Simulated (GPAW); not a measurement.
**SrCl2 (Fm-3m): G0W0 on several meshes in GPAW**

Aim: the GW shift of SrCl2 (Fm-3m) against the k mesh.

Calculated with GPAW 26.7.0; LDA and many-body steps on it, plane waves.

## Step 1: The starting structure

Symmetry: Fm-3m, No. 225, cubic system. Conventional cell: a = 6.977 Å, b = 6.977 Å, c = 6.977 Å, α = 90.00°, β = 90.00°, γ = 90.00°. Nearest to Sr lie 8 Cl at 3.02 Å. Nearest to Cl lie 4 Sr at 3.02 Å. Farther neighbours and most contacts between anions are not listed.

Structure file:

```xyz
3
Lattice="0.0000 3.4883 3.4883 3.4883 0.0000 3.4883 3.4883 3.4884 0.0000" Properties=species:S:1:pos:R:3 pbc="T T T"
Sr    0.0000    0.0000    0.0000
Cl    1.7442    1.7442    1.7442
Cl    5.2325    5.2325    5.2325
```

The cell and positions come from the Crystallography Open Database and are kept as given unless a step says otherwise.

## Step 2: Empty states on the mesh, 4×4×4 mesh, 295 bands

This step: GPAW 26.7.0; DFT, LDA, plane waves, PAW.

The sums over transitions need many empty states on a uniform mesh; this step solves for them.

File run.py:

```python
import json
import numpy as np
from gpaw.mpi import world
from gpaw import GPAW

calc = GPAW('gs.gpw').fixed_density(kpts={'size': (4, 4, 4), 'gamma': True},
    parallel={'domain': 1, 'band': 1},
    txt='nscf.txt')
calc.diagonalize_full_hamiltonian(nbands=295)
calc.write('full.gpw', mode='all')
res = {}
kpts = calc.get_ibz_k_points()
res['kpts'] = kpts
res['eigenvalues'] = [calc.get_eigenvalues(kpt=k) for k in range(len(kpts))]
res['n_electrons'] = calc.get_number_of_electrons()

if world.rank == 0:
    with open('result.json', 'w') as f:
        json.dump(res, f, default=lambda x: x.tolist())
```

Run with:

```bash
$ mpirun -n 4 gpaw python run.py
```

Numbers of over 12 decimals in the logs are rounded to 6 here.

Log:

```text
Diagonalizing LCAO Hamiltonian
Converting LCAO to pw mode
convergence criteria:
- Maximum integral of absolute [eigenst]ate change: 4e-08 eV^2 / valence electron
maximum number of iterations: 100

SCF iterations
|iter     |     time |      energy | eigst |  dens |
|iter:   1|  |             | +1.44 |       |
|iter:   2|  |             | +0.41 |       |
|iter:   3|  |             | -0.08 |       |
[...]
|iter:  10|  |             | -6.36 |       |
|iter:  11|  |             | -7.22 |       |
|iter:  12|  |             | -7.52c|       |
SCF steps: 12
  __  _  _
 | _ |_)|_||  |
 |__||  | ||/\| - 26.7.0

Input parameters:
  mode=PW(ecut=450.000000),
  convergence={'density': 1e-06, 'bands': -3},
  gpts=array([25, 25, 25]),
  kpts=MonkhorstPack(size=(4, 4, 4), gamma=True),
  maxiter=100,
  nbands=19,
  occupations=Occupations(name='fermi-dirac', width=0.001, fixmagmom=False),
  parallel={'domain': 1, 'band': 1},
  xc=XC(name='LDA')
Matrix size: 1837x1837
# Writing to full.gpw (mode='all')
  [... matrices ...]

timing:  # [seconds]
  Total: 13.087  # ━━━━━━━━━━━━━━━━━━━━━━━━━━━━━━━━━━━━━━━━━━━━━━━━━━━━━━━━━━
```

It took 18 s on 4 MPI ranks of Arm Neoverse V1, shared host; peak memory 1.7 GiB.

This step gave:

```yaml
gap: 4.883 eV
k_of_the_valence_top: 0.5, 0.5, 0
k_of_the_conduction_bottom: 0, 0, 0
least_direct_gap: 5.167 eV
k_points_computed: 8
lowest_point_of_the_top_converged_band_above_the_valence_top: 121.7263 eV
```

On this mesh the gap is 4.883 eV.

## Step 3: 4×4×4

Now the one-shot GW correction: screening in the RPA, then the self-energy of the levels asked for.

This step: G0W0 on LDA, plane waves, PAW.

File run.py:

```python
import json
import numpy as np
from gpaw.mpi import world
from gpaw.response.g0w0 import G0W0

gw = G0W0('full.gpw',
    filename='gw',
    kpts=[0, 5],
    bands=(10, 14),
    ecut=78,
    nbands=132,
    integrate_gamma='WS',
    ppa=True)
gw.calculate()
res = {mode: {k: v for k, v in r.items() if k != 'sigma_eskwn'}
       for mode, r in gw.all_results.items()}

if world.rank == 0:
    with open('result.json', 'w') as f:
        json.dump(res, f, default=lambda x: x.tolist())
```

Run with:

```bash
$ mpirun -n 4 gpaw python run.py
```

Log:

```text
Using integrator: PointIntegrator
FrequencyGridDescriptor(from 0.000+0.000j to 0.000+27.211j eV, 2 points)
Nonperiodic BCs:  [False False False]
Using integrator: PointIntegrator
FrequencyGridDescriptor(from 0.000+0.000j to 0.000+27.211j eV, 2 points)
Nonperiodic BCs:  [False False False]
  ___  _ _ _
 |   || | | |
 | | || | | |
 |__ ||_____|
 |___|

BZ k-points: Symmetries present (total): 48

  [... matrices ...]
64 k-points: 4 x 4 x 4 Monkhorst-Pack grid + [1/8,1/8,1/8]
8 k-points in the irreducible part of the Brillouin zone
       k-points in crystal coordinates                weights
   0:     0.00000000    0.00000000    0.00000000          1/64
   1:     0.25000000    0.25000000    0.00000000          6/64
   2:     0.25000000    0.25000000    0.25000000          8/64
   3:     0.50000000    0.25000000   -0.25000000          6/64
   4:     0.50000000    0.25000000    0.25000000         12/64
   5:     0.50000000    0.50000000    0.00000000          3/64
   6:     0.50000000    0.50000000    0.25000000         24/64
   7:     0.50000000    0.50000000    0.50000000          4/64

Distributing spins, k-points and bands (1 x 2 x 4) over 4 processes
Number of blocks: 1

Quasi particle states:
k-points (IBZ indices): [0, 5]
Band range: (10, 14)
  [... matrices ...]
Computational parameters:
Plane wave cut-off: 78 eV
Number of bands: 132
Coulomb cutoff: None
Broadening: 0.1 eV

fxc modes: GW
Kernel: RPA
Using Godby-Needs plasmon-pole approximation:
  Fitting energy: i*E0, E0 = 1.000 Hartree
Summing all q:

Calculating screened Coulomb potential
No Coulomb truncation
FrequencyGridDescriptor(from 0.000+0.000j to 0.000+27.211j eV, 2 points)
Removing empty qpoint cache files...

Calculating chi0 body with:
    Ground state adapter containing:
    Number of spins: 1
    Number of kpoints: 64
    Number of irreducible kpoints: 8
    Number of completely occupied states: 12
    Number of partially occupied states: 12
    Occupied states memory: 2.861023 M / cpu

    Linear response parametrization:
    q_c: [0.0, 0.0, 0.0]
    Number of frequency points: 2
    Planewave cutoff: 78.0
    Number of bands: 132
    Number of planewaves: 137
    Broadening (eta): 1e-06
    comm.size: 4
    kncomm.size: 4
    blockcomm.size: 1

    Memory estimate of potentially large arrays:
        chi0_wGG: 0.572784 M / cpu
Integrating chi0 body.

Symmetries of q_c:
    Direct symmetries (Uq -> q): 48
    Indirect symmetries (TUq -> q): 0
In total 48 allowed symmetries.

  [... matrices ...]
8 groups of equivalent kpoints. 87.5% reduction.

Integral kind: response function
Integrating chi0 head and wings.

Symmetries of q_c:
    Direct symmetries (Uq -> q): 48
    Indirect symmetries (TUq -> q): 0
In total 48 allowed symmetries.

  [... matrices ...]
8 groups of equivalent kpoints. 87.5% reduction.

Integral kind: response function wings

Calculating chi0 body with:
    Ground state adapter containing:
    Number of spins: 1
    Number of kpoints: 64
    Number of irreducible kpoints: 8
    Number of completely occupied states: 12
    Number of partially occupied states: 12
    Occupied states memory: 2.861023 M / cpu

[... the further q-points ...]

Results:
f:      Occupation numbers
eps:     KS-eigenvalues [eV]
vxc:     KS vxc [eV]
exx:     Exact exchange [eV]
sigma:   Self-energies [eV]
dsigma:  Self-energy derivatives
Z:       Renormalization factors
qp:      QP-energies [eV]

k-point 0 (0): (0.000, 0.000, 0.000)                GW
band       f     eps     vxc     exx   sigma  dsigma       Z      qp
                                                                   GW
  10   1.000   1.091 -16.951 -21.000   2.478  -0.232   0.812  -0.184
  11   1.000   1.091 -16.951 -21.000   2.478  -0.232   0.812  -0.184
  12   0.000   6.321  -9.853  -5.339  -3.251  -0.161   0.861   7.409
  13   0.000   7.284 -11.111  -5.647  -3.405  -0.168   0.856   9.047

k-point 1 (5): (0.500, 0.500, 0.000)                GW
band       f     eps     vxc     exx   sigma  dsigma       Z      qp
                                                                   GW
  10   1.000   1.031 -16.820 -20.818   2.458  -0.233   0.811  -0.219
  11   1.000   1.437 -17.371 -21.317   2.445  -0.232   0.811   0.220
  12   0.000   6.604  -9.757  -4.887  -3.232  -0.162   0.861   8.014
  13   0.000   8.274 -12.906  -7.106  -3.514  -0.174   0.852  10.221
```

Elapsed: 36 s, on 4 MPI ranks; peak memory 1.2 GiB; 2.4 min of CPU time.

This step gave:

| Property | Result |
| --- | --- |
| G0W0 gap on the points computed | 7.189 eV |
| least direct G0W0 gap on the computed points | 7.593 eV |
| Z at the valence top | 0.8115 |
| Z at the conduction bottom | 0.8613 |
| starting gap on the mesh | 4.883 eV |
| k of the valence top | 0.5, 0.5, 0 |
| k of the conduction bottom | 0, 0, 0 |

The gap on the mesh goes from 4.88 eV to 7.19 eV, a correction of +2.31 eV.

## Step 4: Empty states on the mesh, 2×2×2 mesh, 142 bands

This step: DFT, LDA, plane waves, PAW.

File run.py:

```python
import json
import numpy as np
from gpaw.mpi import world
from gpaw import GPAW

calc = GPAW('gs.gpw').fixed_density(kpts={'size': (2, 2, 2), 'gamma': True},
    parallel={'domain': 1, 'band': 1},
    txt='nscf.txt')
calc.diagonalize_full_hamiltonian(nbands=142)
calc.write('full.gpw', mode='all')
res = {}
kpts = calc.get_ibz_k_points()
res['kpts'] = kpts
res['eigenvalues'] = [calc.get_eigenvalues(kpt=k) for k in range(len(kpts))]
res['n_electrons'] = calc.get_number_of_electrons()

if world.rank == 0:
    with open('result.json', 'w') as f:
        json.dump(res, f, default=lambda x: x.tolist())
```

Run with:

```bash
$ mpirun -n 3 gpaw python run.py
```

Log:

```text
Diagonalizing LCAO Hamiltonian
Converting LCAO to pw mode
convergence criteria:
- Maximum integral of absolute [eigenst]ate change: 4e-08 eV^2 / valence electron
maximum number of iterations: 100

SCF iterations
|iter     |     time |      energy | eigst |  dens |
|iter:   1|  |             | +1.45 |       |
|iter:   2|  |             | +0.07 |       |
|iter:   3|  |             | -0.43 |       |
[...]
|iter:  10|  |             | -6.07 |       |
|iter:  11|  |             | -7.12 |       |
|iter:  12|  |             | -7.71c|       |
SCF steps: 12
  __  _  _
 | _ |_)|_||  |
 |__||  | ||/\| - 26.7.0

Input parameters:
  mode=PW(ecut=450.000000),
  convergence={'density': 1e-06, 'bands': -3},
  gpts=array([25, 25, 25]),
  kpts=MonkhorstPack(size=(2, 2, 2), gamma=True),
  maxiter=100,
  nbands=19,
  occupations=Occupations(name='fermi-dirac', width=0.001, fixmagmom=False),
  parallel={'domain': 1, 'band': 1},
  xc=XC(name='LDA')
Matrix size: 1837x1837
# Writing to full.gpw (mode='all')
  [... matrices ...]

timing:  # [seconds]
  Total: 6.199  # ━━━━━━━━━━━━━━━━━━━━━━━━━━━━━━━━━━━━━━━━━━━━━━━━━━━━━━━━━━━
```

The job ended after 10 s (3 MPI ranks; peak memory 1.1 GiB).

Numbers from this step:

```yaml
gap: 4.883 eV
k_of_the_valence_top: 0.5, 0.5, 0
k_of_the_conduction_bottom: 0, 0, 0
least_direct_gap: 5.167 eV
k_points_computed: 3
lowest_point_of_the_top_converged_band_above_the_valence_top: 69.4269 eV
```

On this mesh the gap is 4.883 eV.

## Step 5: 2×2×2

This step: G0W0 on LDA, plane waves, PAW.

File run.py:

```python
import json
import numpy as np
from gpaw.mpi import world
from gpaw.response.g0w0 import G0W0

gw = G0W0('full.gpw',
    filename='gw',
    kpts=[0, 1],
    bands=(10, 14),
    ecut=78,
    nbands=132,
    integrate_gamma='WS',
    ppa=True)
gw.calculate()
res = {mode: {k: v for k, v in r.items() if k != 'sigma_eskwn'}
       for mode, r in gw.all_results.items()}

if world.rank == 0:
    with open('result.json', 'w') as f:
        json.dump(res, f, default=lambda x: x.tolist())
```

Run with:

```bash
$ mpirun -n 4 gpaw python run.py
```

Log:

```text
Using integrator: PointIntegrator
FrequencyGridDescriptor(from 0.000+0.000j to 0.000+27.211j eV, 2 points)
Nonperiodic BCs:  [False False False]
Using integrator: PointIntegrator
FrequencyGridDescriptor(from 0.000+0.000j to 0.000+27.211j eV, 2 points)
Nonperiodic BCs:  [False False False]
  ___  _ _ _
 |   || | | |
 | | || | | |
 |__ ||_____|
 |___|

BZ k-points: Symmetries present (total): 48

  [... matrices ...]
8 k-points: 2 x 2 x 2 Monkhorst-Pack grid + [1/4,1/4,1/4]
3 k-points in the irreducible part of the Brillouin zone
       k-points in crystal coordinates                weights
   0:     0.00000000    0.00000000    0.00000000          1/8
   1:     0.50000000    0.50000000    0.00000000          3/8
   2:     0.50000000    0.50000000    0.50000000          4/8

Distributing spins, k-points and bands (1 x 2 x 4) over 4 processes
Number of blocks: 1

Quasi particle states:
k-points (IBZ indices): [0, 1]
Band range: (10, 14)
  [... matrices ...]
Computational parameters:
Plane wave cut-off: 78 eV
Number of bands: 132
Coulomb cutoff: None
Broadening: 0.1 eV

fxc modes: GW
Kernel: RPA
Using Godby-Needs plasmon-pole approximation:
  Fitting energy: i*E0, E0 = 1.000 Hartree
Summing all q:

Calculating screened Coulomb potential
No Coulomb truncation
FrequencyGridDescriptor(from 0.000+0.000j to 0.000+27.211j eV, 2 points)
Removing empty qpoint cache files...

Calculating chi0 body with:
    Ground state adapter containing:
    Number of spins: 1
    Number of kpoints: 8
    Number of irreducible kpoints: 3
    Number of completely occupied states: 12
    Number of partially occupied states: 12
    Occupied states memory: 2.861023 M / cpu

    Linear response parametrization:
    q_c: [0.0, 0.0, 0.0]
    Number of frequency points: 2
    Planewave cutoff: 78.0
    Number of bands: 132
    Number of planewaves: 137
    Broadening (eta): 1e-06
    comm.size: 4
    kncomm.size: 4
    blockcomm.size: 1

    Memory estimate of potentially large arrays:
        chi0_wGG: 0.572784 M / cpu
Integrating chi0 body.

Symmetries of q_c:
    Direct symmetries (Uq -> q): 48
    Indirect symmetries (TUq -> q): 0
In total 48 allowed symmetries.

  [... matrices ...]
3 groups of equivalent kpoints. 62.5% reduction.

Integral kind: response function
Integrating chi0 head and wings.

Symmetries of q_c:
    Direct symmetries (Uq -> q): 48
    Indirect symmetries (TUq -> q): 0
In total 48 allowed symmetries.

  [... matrices ...]
3 groups of equivalent kpoints. 62.5% reduction.

Integral kind: response function wings

Calculating chi0 body with:
    Ground state adapter containing:
    Number of spins: 1
    Number of kpoints: 8
    Number of irreducible kpoints: 3
    Number of completely occupied states: 12
    Number of partially occupied states: 12
    Occupied states memory: 2.861023 M / cpu

    Linear response parametrization:
[... the further q-points ...]

Results:
f:      Occupation numbers
eps:     KS-eigenvalues [eV]
vxc:     KS vxc [eV]
exx:     Exact exchange [eV]
sigma:   Self-energies [eV]
dsigma:  Self-energy derivatives
Z:       Renormalization factors
qp:      QP-energies [eV]

k-point 0 (0): (0.000, 0.000, 0.000)                GW
band       f     eps     vxc     exx   sigma  dsigma       Z      qp
                                                                   GW
  10   1.000   1.091 -16.951 -21.070   2.546  -0.234   0.810  -0.183
  11   1.000   1.091 -16.951 -21.070   2.546  -0.234   0.810  -0.183
  12   0.000   6.321  -9.853  -5.236  -3.360  -0.166   0.858   7.399
[...]
k-point 1 (1): (0.500, 0.500, 0.000)                GW
band       f     eps     vxc     exx   sigma  dsigma       Z      qp
                                                                   GW
[...]
12   0.000   6.604  -9.757  -4.857  -3.292  -0.166   0.858   7.984
  13   0.000   8.274 -12.906  -7.057  -3.584  -0.178   0.849  10.197
```

The job ended after 7.9 s (4 MPI ranks; peak memory 1 GiB; 31 s of CPU time).

This step gave:

| Quantity | Value |
| --- | --- |
| G0W0 gap on the points computed | 7.168 eV |
| least direct G0W0 gap on the computed points | 7.582 eV |
| Z at the valence top | 0.8103 |
| Z at the conduction bottom | 0.8579 |
| starting gap on the mesh | 4.883 eV |
| k of the valence top | 0.5, 0.5, 0 |
| k of the conduction bottom | 0, 0, 0 |

Against G0W0 in GPAW (4×4×4 mesh, 132 bands, screening to 78 eV, Godby-Needs plasmon pole), the gap moves by −0.022 eV.

## Step 6: Side by side

Times are wall times on 4 MPI ranks of Arm Neoverse V1, shared host, good to a factor of about two.

```
  run   mesh  bands  screening cutoff (eV)  DFT gap (eV)  gap on the mesh (eV)  direct (eV)   time
4×4×4  4×4×4    132                     78         4.883                 7.189        7.593   36 s
2×2×2  2×2×2    132                     78         4.883                 7.168        7.582  7.9 s
```

## Step 7: What came out

```
4×4×4        : 7.189 eV
2×2×2        : 7.168 eV
known limits : not at the basis limit; no spin-orbit coupling; coarse k mesh
```

In words: 2×2×2: −0.022 eV against 4×4×4. Bands and cutoff are finite, so the gap is not at the basis limit. The miss can reach some tenths of an eV and take either sign; the mesh is an error of its own. These stock PAW sets were not made for GW. In the G0W0 runs levels were corrected at 2 k points alone, so a gap called «on the mesh» is the least over those, and an edge elsewhere would be missed. The many-body steps are scalar-relativistic: spin-orbit coupling is not in them.

[Paths, hosts, dates, memory and timing lines, banners, echoed tables and standing remarks are left out of the program output.]

[Logs are printed without paths, hosts, clocks, repeated set-up lines and the standing remarks that a program may print on its own settings, such as how far it seeks lower states.]

[Runs of the session that timed out or met a known fault of the program may be left out.]

[Hosts, paths, dates, database ids (printed as entryN), source tags and the programs' standing remarks are cut or masked in the printed files.]
